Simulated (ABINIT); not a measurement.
An input for ABINIT 10.8.3 (GaAs (F-43m)):

```
acell 3*1.0 Angstrom
rprim 
  0.000000000000 2.826850000000 2.826850000000
  2.826850000000 0.000000000000 2.826850000000
  2.826850000000 2.826850000000 0.000000000000
ntypat 2
znucl 31 33
natom 2
typat 1 2
xred 
  0.000000000000 0.000000000000 0.000000000000
  0.250000000000 0.250000000000 0.250000000000
pp_dirpath "pseudos"
pseudos "Ga.upf, As.upf"
ecut 38
iscf -2
irdden 1
kptopt 0
nkpt 50
kpt 
  0.00000000 0.00000000 0.00000000
  -0.06250000 -0.06250000 0.00000000
  -0.12500000 -0.12500000 0.00000000
  -0.18750000 -0.18750000 0.00000000
  -0.25000000 -0.25000000 0.00000000
  -0.31250000 -0.31250000 0.00000000
  -0.37500000 -0.37500000 0.00000000
  -0.43750000 -0.43750000 0.00000000
  -0.50000000 -0.50000000 0.00000000
  -0.48437500 -0.48437500 0.03125000
  -0.46875000 -0.46875000 0.06250000
  -0.45312500 -0.45312500 0.09375000
  -0.43750000 -0.43750000 0.12500000
  -0.42187500 -0.42187500 0.15625000
  -0.40625000 -0.40625000 0.18750000
  -0.39062500 -0.39062500 0.21875000
  -0.37500000 -0.37500000 0.25000000
  -0.37500000 0.00000000 0.37500000
  -0.32812500 0.00000000 0.32812500
  -0.28125000 0.00000000 0.28125000
  -0.23437500 0.00000000 0.23437500
  -0.18750000 0.00000000 0.18750000
  -0.14062500 0.00000000 0.14062500
  -0.09375000 0.00000000 0.09375000
  -0.04687500 0.00000000 0.04687500
  0.00000000 0.00000000 0.00000000
  0.00000000 0.00000000 0.06250000
  0.00000000 0.00000000 0.12500000
  0.00000000 0.00000000 0.18750000
  0.00000000 0.00000000 0.25000000
  0.00000000 0.00000000 0.31250000
  0.00000000 0.00000000 0.37500000
  0.00000000 0.00000000 0.43750000
  -0.00000000 -0.00000000 0.50000000
  -0.06250000 -0.03125000 0.46875000
  -0.12500000 -0.06250000 0.43750000
  -0.18750000 -0.09375000 0.40625000
  -0.25000000 -0.12500000 0.37500000
  -0.31250000 -0.15625000 0.34375000
  -0.37500000 -0.18750000 0.31250000
  -0.43750000 -0.21875000 0.28125000
  -0.50000000 -0.25000000 0.25000000
  -0.50000000 -0.28125000 0.21875000
  -0.50000000 -0.31250000 0.18750000
  -0.50000000 -0.34375000 0.15625000
  -0.50000000 -0.37500000 0.12500000
  -0.50000000 -0.40625000 0.09375000
  -0.50000000 -0.43750000 0.06250000
  -0.50000000 -0.46875000 0.03125000
  -0.50000000 -0.50000000 0.00000000
istwfk *1
nband 21
nbdbuf 2
tolwfr 1e-08
nstep 40
prtwf 0
prtvol 0
indata_prefix "in"
outdata_prefix "out"
tmpdata_prefix "tmp"
```

```sh
OMP_NUM_THREADS=1 mpirun -n 4 abinit run.abi > log
```

**Question.** Estimate wall time and host memory on 4 MPI ranks of Intel Xeon at 2.80GHz (Skylake/Cascade Lake), shared host.

It took 46 s; on shared hardware allow 23 s to 93 s. Peak host memory was 0.33 GiB.

[Paths, hosts, dates, memory and timing lines, banners, echoed tables and standing remarks are left out of the program output.]

[Logs are printed without paths, hosts, clocks, repeated set-up lines and the standing remarks that a program may print on its own settings, such as how far it seeks lower states.]

[Runs of the session that timed out or met a known fault of the program may be left out.]

[Hosts, paths, dates, database ids (printed as entryN), source tags and the programs' standing remarks are cut or masked in the printed files.]

[G0W0 gaps are taken among the corrected bands and points alone; a level outside them can change the order at an edge.]

[Where Ansatz stands beside ABINIT at settings called matched, ABINIT's density can come from a denser mesh and the files from another edition; pairs whose starting gaps differed by over 0.03 eV were left out, so agreement reads better than it is.]
